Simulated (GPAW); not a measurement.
Computed results, one entry a study.

## H6PbCNCl3 (Pm): one start, several treatments of the self-energy

It takes space group Pm (No. 6, monoclinic). Conventional cell: a = 5.753 Å, b = 5.765 Å, c = 5.855 Å, α = 90.00°, β = 90.03°, γ = 90.00°. Nearest to H lie 1 C at 1.09 Å. H has 1 C at 1.09 Å nearest. Nearest to H lie 1 N at 1.04 Å. H has 1 N at 1.04 Å nearest. Pb has 6 Cl at 2.88 to 2.99 Å nearest. C has 3 H at 1.09 Å and 1 N at 1.49 Å nearest. Farther neighbours and most contacts between anions are not listed.

```xyz
12
Lattice="5.7528 0.0000 0.0000 0.0000 5.7647 0.0000 -0.0026 0.0000 5.8552" Properties=species:S:1:pos:R:3 pbc="T T T"
H     5.0574    2.8823    4.6281
H     4.6784    1.9835    0.2775
H     4.6784    3.7812    0.2775
H     1.3187    2.0425    5.7295
H     1.3187    3.7222    5.7295
H     0.9829    2.8823    1.2671
Pb    2.7255    0.0000    2.8332
C     5.1420    2.8823    5.7196
N     0.8337    2.8823    0.2385
Cl    2.4590    0.0000    5.7121
Cl    2.4677    2.8823    3.0449
Cl    5.5896    0.0000    2.5743
```

```yaml
method: DFT, LDA, plane waves, PAW (and 1 further level or step)
program: GPAW 26.7.0
settings_of_one_run: cutoff 600 eV, GPAW PAW setups 1.2.1 data release, 2×2×2 k-mesh, nbands 241
cost: 3 runs, 27 min in all on 8 MPI ranks of AMD EPYC 7R43, shared host (the runs of this entry)
notes: The cell and positions are those that the Materials Project relaxed with its own functionals (PBE, PBE+U or r2SCAN), kept fixed. Limits: no spin-orbit coupling. Bands and cutoff are finite, so the gap is not at the basis limit. The miss can reach some tenths of an eV and take either sign; the mesh is an error of its own. The 2×2×2 mesh is coarse for this cell, which bears on the long-range parts of exchange and screening. Mesh or cutoff lie under what a gap needs, so these runs test behaviour and cost; their gaps are not to be quoted.
g0w0_godby_needs_plasmon_pole: 3.776 eV
g0w0_with_ralda_vertex: 3.852 eV
known_limits: not at the basis limit; no spin-orbit coupling; coarse k mesh
```

G0W0 with rALDA vertex: +0.076 eV against G0W0, Godby-Needs plasmon pole, at other bands or cutoff, so not like for like. With the rALDA kernel as a vertex the gap is 3.66 eV (in the polarisability), 4.04 eV (in the self-energy) and 3.95 eV (in both), against 3.78 eV without.

[Paths, hosts, dates, memory and timing lines, banners, echoed tables and standing remarks are left out of the program output.]

[Logs are printed without paths, hosts, clocks, repeated set-up lines and the standing remarks that a program may print on its own settings, such as how far it seeks lower states.]

[Runs of the session that timed out or met a known fault of the program may be left out.]

[Hosts, paths, dates, database ids (printed as entryN), source tags and the programs' standing remarks are cut or masked in the printed files.]
